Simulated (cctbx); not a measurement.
# What resolution and counting buy: Zr3W

Space group Fm-3m (no. 225), a = 7.1300 Å, b = 7.1300 Å, c = 7.1300 Å, α = 90.00°, β = 90.00°, γ = 90.00°.

```csv
atom,mult.,x,y,z,Ueq (Å²)
W1,4,0,0,0,0.0054
Zr1,4,1/2,0,0,0.0053
Zr2,8,1/4,3/4,3/4,0.0066
```

The model was made for the exercise: a known structure type with other elements put in, its volume estimated, not relaxed; displacement parameters are assumed.

Five simulated data sets (cctbx; Mo Kα, λ = 0.71073 Å; 3 % proportional error) differ in resolution or exposure (noise floor 15 counts in the first three, 8 in the last two). Each is refined with the right model, isotropic at 1.1 Å and anisotropic otherwise. How do the figures of merit and the uncertainties move?

```
d min (Å)  top counts  ⟨I/σ⟩ (unmerged, absences included)  unique  param. (scale apart)   Rint      R1  GooF  largest s.u. xyz (fractional)  s.u. U of Zr1 (Å²)  largest error (Å)
      1.1        5000                                  3.4      16                     3  0.040  0.0073  0.98                        0.00000              0.0007             0.0000
     0.84        5000                                  3.1      31                     3  0.042  0.0066  0.82                        0.00000              0.0003             0.0000
      0.6        5000                                  2.3      69                     3  0.053  0.0098  0.88                        0.00000              0.0001             0.0000
     0.75         300                                  0.6      39                     3  0.211  0.0406  0.94                        0.00000              0.0014             0.0000
     0.75        3000                                  2.5      39                     3  0.048  0.0088  0.94                        0.00000              0.0003             0.0000
```

The number of reflections grows roughly as 1/d³: 16, 31 and 69 here. R1 follows the noise rather than the truth: at 300 counts it is 0.0406, at 3000 counts 0.0088, while GooF is 0.94 and 0.94: the weights 1/σ² carry the noise. The s.u. of U (U11 where anisotropic) for Zr1 goes 0.0007, 0.0003, 0.0001 Å² with resolution and 0.0014, 0.0003 Å² with exposure.

Hardware for the 0.6 Å refinement: 0.48 s on 1 thread of Arm Neoverse V1, with other jobs on the host, peak memory 0.09 GiB.

[Logs are printed without paths, hosts, clocks, repeated set-up lines and the standing remarks that a program may print on its own settings, such as how far it seeks lower states.]
